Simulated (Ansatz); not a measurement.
# Which site? a vacancy of Te in Σ7 (111) twist boundary in a CdSe-CdTe solid solution (84 atoms), part 2 of 2

Aim: make a vacancy of Te at several sites of Σ7 (111) twist boundary in a CdSe-CdTe solid solution (84 atoms), relax each, and compare their energies.

Ansatz 0.2.0; Kohn-Sham DFT, PBE, PAW (set soft_2, large core), plane waves.

The cell: 42 Cd, 27 Se and 15 Te. The Brillouin zone is sampled at Γ only, in a cell whose shortest periodic width is 10 Å. The levels lack spin–orbit coupling.

So far. Step 2 (Single point at the start): The r.m.s. force at the start is 0.17 eV/Å. Step 3 (Relaxation): The relaxation converged after 13 steps, 1.19 eV below its start, with a largest force component of 0.028 eV/Å.

## (5) Vacancy of Te, site Te26

The site has 4 bonded neighbours (Cd4) at 2.83 Å on average, by cutoffs that count no bonds between two metal atoms or like ions, in the lower grain. The change is made in the relaxed cell and the atoms are relaxed again.

input.yaml

```yaml
crystal:
  lattice:
    - [11.63132, 0.0, 0.0]
    - [5.81566, 10.07302, 0.0]
    - [0.0, 0.0, 21.36885]
  atoms:
    [... atom lines 1 to 22 left out ...]
    - { symbol: Cd, position: [0.90114, 0.86978, 0.27608] }
    - { symbol: Te, position: [0.90991, 0.85582, 0.40651] }
    - { symbol: Cd, position: [0.95333, 0.05709, 0.45337] }
    - { symbol: Cd, position: [0.01561, 0.25217, 0.10194] }
    - { symbol: Se, position: [0.00966, 0.26409, 0.22551] }
    - { symbol: Cd, position: [0.06246, 0.45201, 0.26163] }
    - { symbol: Se, position: [0.05706, 0.45127, 0.38599] }
    [... atom lines 30 to 83 left out ...]
kpoints:
  mp_grid: { grid: [1, 1, 1] }
hamiltonian:
  xc: pbe
  pseudopotentials: { kind: paw, core: large }
scf:
  occupations: { method: fermi_dirac, width: 0.025 }
output:
  forces: true
  eigenvalues: true
relax:
  f_tol: 0.05
  max_steps: 90
```

On the command line:

```console
ansatz run input.yaml --threads 4 --pin off --max-ram 8192MiB --backend cpu --events-out ev --progress --plain --runs-dir out
```

Numbers of over 12 decimals in the logs are rounded to 6 here.

Output:

```text
[...]
Crystal: 83 atoms, lattice volume = 2503.628 Å³
Basis set: ecut = 420 eV, 49013 PW (Γ), exchange–correlation on 160×160×288 points (8 copies of the dense FFT grid, shifted against one another)
Bands: 652, of which v1, the nominal top of the filled ones, is band 543 counted from 1 (542 counted from 0)
Symmetry: 1 space group operations
[...]
k-points: 1
[...]
SCF iter   1: F=—  HF=-485574.658371 eV  |F-HF|=—  |Δ(HF+E_count)|=         —  Δρ=2.20e-2  dr2=2.74e1  ethr=3.10e-3  ⟨swp⟩=8.0  Hψ=2627  notcnv=0  defer=60
[...]
SCF iter   8: F=—  HF=-485569.190977 eV  |F-HF|=—  |Δ(HF+E_count)|=   1.74e-4  Δρ=2.62e-5  dr2=2.29e-5  ethr=3.18e-8  ⟨swp⟩=3.0  Hψ=926  notcnv=0  defer=102
SCF iter   9: F=-485569.191005 eV  HF=-485569.191005 eV  |F-HF|=2.08e-7  |Δ(HF+E_count)|=   2.81e-5  Δρ=1.30e-5  dr2=4.07e-6  ethr=2.11e-9  ⟨swp⟩=14.0  Hψ=3908  notcnv=0
SCF 1 converged in 9 iterations: F = -485569.191005 eV  dr2 = 4.07e-6
[...]
relax step   1: F+E_penalty+E_count = -485569.19100486 eV  Δ(F+E_penalty+E_count) = +0.000e0 eV  max|allowed force component| = 7.337e-1 eV/Å  Δτ_max = 0.0000 Å  (9 SCF iters, dr2 threshold 6.25e-5 eV, accepted)
[...]
relax step   2: F+E_penalty+E_count = -485569.44518316 eV  Δ(F+E_penalty+E_count) = -2.542e-1 eV  max|allowed force component| = 1.586e-1 eV/Å  Δτ_max = 0.1946 Å  (6 SCF iters, dr2 threshold 3.36e-5 eV, accepted)
[...]
relax step   3: F+E_penalty+E_count = -485569.58990191 eV  Δ(F+E_penalty+E_count) = -1.447e-1 eV  max|allowed force component| = 1.049e-1 eV/Å  Δτ_max = 0.2000 Å  (9 SCF iters, accepted)
relax step   4: F+E_penalty+E_count = -485569.70084833 eV  Δ(F+E_penalty+E_count) = -1.109e-1 eV  max|allowed force component| = 9.670e-2 eV/Å  Δτ_max = 0.1945 Å  (9 SCF iters, accepted)
relax step   5: F+E_penalty+E_count = -485569.75786677 eV  Δ(F+E_penalty+E_count) = -5.702e-2 eV  max|allowed force component| = 5.790e-2 eV/Å  Δτ_max = 0.1919 Å  (7 SCF iters, dr2 threshold 4.09e-6 eV, accepted)
relax step   6: F+E_penalty+E_count = -485569.79795843 eV  Δ(F+E_penalty+E_count) = -4.009e-2 eV  max|allowed force component| = 4.479e-2 eV/Å  Δτ_max = 0.2000 Å  (9 SCF iters, accepted)
relax step   7: F+E_penalty+E_count = -485569.80981037 eV  Δ(F+E_penalty+E_count) = -1.185e-2 eV  max|allowed force component| = 5.632e-2 eV/Å  Δτ_max = 0.1071 Å  (9 SCF iters, accepted)
[...]
relax step   8: F+E_penalty+E_count = -485569.81641099 eV  Δ(F+E_penalty+E_count) = -6.601e-3 eV  max|allowed force component| = 3.166e-2 eV/Å  Δτ_max = 0.0394 Å  (8 SCF iters, accepted)
SCF converged after 8 iterations
Free energy (F): -485569.816411 eV
[...]
Internal energy: -485569.816411 eV  (E = F + TS)
E sigma→0 (E₀):  -485569.816411 eV
Fermi energy:    7.265122 eV
[...]
Σ components = -485569.816411   (vs F -485569.816411, Δ=0.00e0)
--- Forces (eV/Å), atoms counted from 1 ---
  atom   1  Cd    -0.00177597    -0.00549368    -0.00207457
  atom   2  Se     0.02378065     0.01576756     0.01651881
  atom   3  Cd    -0.00423744    -0.01440431    -0.00550872
  atom   4  Se     0.01629896    -0.00458435     0.01355014
[...]
atom  83  Te    -0.01001307    -0.00226939    -0.01067480
  max |Σ_I F_I| component: 2.52e-5 eV/Å
--- Band table (eV) ---
[...]
--- Relaxed structure (8 steps of the walk, 8 accepted, 0 SCFs on fresh bases) ---
  F+E_penalty+E_count = -485569.81641099 eV   max|allowed force component| = 3.166e-2 eV/Å
  atoms:
    - { symbol: Cd, position: [0.557375, 0.367997, 0.449182] }
    - { symbol: Se, position: [0.544157, 0.384671, 0.065953] }
    - { symbol: Cd, position: [0.668725, 0.157150, 0.122083] }
    - { symbol: Se, position: [0.722332, 0.138130, 0.239857] }
[...]
- { symbol: Te, position: [0.489469, 0.280425, 0.905938] }
```

Wall time 7.6 min (4 threads of Arm Neoverse V2, shared host); peak memory 4.1 GiB; 30 min of CPU time.

The relaxation converged after 8 steps, 0.625 eV below its start, with a largest force component of 0.032 eV/Å.

The surroundings of the place of the removed atom, after relaxation: 10 atoms, nearest first, with positions taken from that point. Atoms keep their numbers of the cell before the removal, where the removed atom was number 26.

| atom | x | y | z | distance (Å) | bonds |
| --- | --- | --- | --- | --- | --- |
| Cd7 | 1.22 | -2.55 | 0.67 | 2.91 | 3 |
| Se54 | 0.17 | 0.88 | -2.99 | 3.12 | 4 |
| Cd45 | -0.79 | -1.61 | -2.57 | 3.13 | 4 |
| Cd3 | -2.73 | 1.08 | 1.16 | 3.15 | 3 |
| Cd27 | 2.32 | 2.64 | 1.05 | 3.67 | 3 |
| Se18 | -3.70 | -0.94 | -0.18 | 3.82 | 4 |
| Se6 | -0.72 | -3.83 | -0.49 | 3.93 | 5 |
| Te8 | 0.87 | -2.01 | 3.34 | 3.99 | 4 |
| Cd67 | -1.54 | 2.90 | -2.42 | 4.08 | 4 |
| Cd77 | 2.81 | 1.32 | -2.79 | 4.17 | 4 |

The column of bonds counts only the pairs Cd-Se within 3.09 Å, Cd-Te within 3.30 Å; other neighbours, such as metal atoms beside each other in a compound, aren't counted, and periodic images can show an atom twice.

The largest move is 0.83 Å, by Cd27.

## (6) Vacancy of Te, site Te80

The site has 4 bonded neighbours (Cd4) at 2.80 Å on average, in the upper grain. 

Input and log are left out; they have the form of those shown for this kind of step.

Wall time 10 min (4 threads of Arm Neoverse V2, shared host); peak memory 4.1 GiB; 39 min of CPU time.

The relaxation converged after 12 steps, 0.643 eV below its start, with a largest force component of 0.033 eV/Å.

## (7) Vacancy of Te, site Te84

The site has 4 bonded neighbours (Cd4) at 2.84 Å on average, in the upper grain. 

Input and log are left out; they have the form of those shown for this kind of step.

Elapsed: 6.3 min, on 4 threads of Arm Neoverse V2, shared host; peak memory 4.1 GiB; 25 min of CPU time.

The relaxation converged after 7 steps, 0.708 eV below its start, with a largest force component of 0.033 eV/Å.

The surroundings of the place of the removed atom, after relaxation: 10 atoms, nearest first, with positions taken from that point. Atoms keep their numbers of the cell before the removal, where the removed atom was number 84.

| atom | x | y | z | distance (Å) | bonds |
| --- | --- | --- | --- | --- | --- |
| Se2 | 0.93 | 0.47 | 2.88 | 3.07 | 4 |
| Cd67 | 3.00 | 0.67 | 1.15 | 3.29 | 4 |
| Cd83 | 0.30 | 0.13 | -3.36 | 3.38 | 3 |
| Cd43 | -0.76 | -3.16 | 1.08 | 3.42 | 3 |
| Cd61 | -2.23 | 2.79 | 0.91 | 3.68 | 3 |
| Se60 | -2.96 | -2.84 | -0.25 | 4.11 | 4 |
| Se82 | -3.95 | 1.42 | -0.42 | 4.22 | 4 |
| Se48 | 1.97 | -1.84 | -3.30 | 4.27 | 4 |
| Te80 | -2.35 | -0.45 | -3.69 | 4.40 | 4 |
| Se76 | 3.36 | 2.88 | -0.31 | 4.44 | 4 |

The column of bonds counts only the pairs Cd-Se within 3.12 Å, Cd-Te within 3.33 Å; other neighbours, such as metal atoms beside each other in a compound, aren't counted, and periodic images can show an atom twice.

The largest move is 0.83 Å, by Cd61.

## (8) Vacancy of Te, site Te56

The site has 4 bonded neighbours (Cd4) at 2.84 Å on average, in the upper grain. 

Input and log are left out; they have the form of those shown for this kind of step.

The job ended after 11 min (4 threads of Arm Neoverse V2, shared host; peak memory 4.1 GiB; 45 min of CPU time).

The relaxation converged after 13 steps, 0.729 eV below its start, with a largest force component of 0.042 eV/Å.

## (9) Vacancy of Te, site Te42

The site has 4 bonded neighbours (Cd4) at 2.80 Å on average, in the lower grain. 

Input and log are left out; they have the form of those shown for this kind of step.

Run time: 11 min. Hardware: 4 threads of Arm Neoverse V2, shared host; peak memory 4.1 GiB; 44 min of CPU time.

The relaxation converged after 13 steps, 0.684 eV below its start, with a largest force component of 0.033 eV/Å.

## (10) The sites compared

All these cells hold the same atoms, so their energies can be compared with no chemical potential.

| site | neighbours | mean distance (Å) | atoms within 6 Å | region | distance to the other part (Å; 6 means 6 or more) | energy over the best site (eV) | before relaxation (eV) | gain on relaxing (eV) |
| --- | --- | --- | --- | --- | --- | --- | --- | --- |
| Te56 | Cd4 | 2.84 | 28 | upper grain | 2.9 | 0.00 | 0.03 | 0.73 |
| Te26 | Cd4 | 2.83 | 29 | lower grain | 2.9 | 0.08 | 0.00 | 0.63 |
| Te42 | Cd4 | 2.80 | 29 | lower grain | 3.9 | 0.10 | 0.08 | 0.68 |
| Te84 | Cd4 | 2.84 | 31 | upper grain | 3.7 | 0.24 | 0.24 | 0.71 |
| Te80 | Cd4 | 2.80 | 28 | upper grain | 6.0 | 0.31 | 0.25 | 0.64 |

Neighbours are those of the relaxed host within 3.30 Å (Cd-Te); other pairs aren't counted.

## (11) Findings

The cheapest site is Te56 (4 neighbours, Cd4, in the upper grain); the dearest, Te80 (4 neighbours, Cd4, in the upper grain), costs 0.31 eV more. Over 5 sites the energy rises with the distance to the other part (correlation +0.84). Sites with the same first shell differ by up to 0.31 eV, from their geometry, farther neighbours or both. Relaxation changes the order: the best site before relaxing was Te26.

**Limits.** Defects are neutral and interact with their images. Only 5 of the 15 Te sites were tried; unless symmetry makes the others alike to these, a cheaper one may exist. The host structure and its lattice constant were typed by rule, without a check against the phase diagram. The pressure of 2.2 GPa shows the cell to be compressed for this functional.

The DFT runs together took 57 min of wall time.

[Logs are printed without paths, hosts, clocks, repeated set-up lines and the standing remarks that a program may print on its own settings, such as how far it seeks lower states.]

[Hosts, paths, dates, database ids (printed as entryN), source tags and the programs' standing remarks are cut or masked in the printed files.]
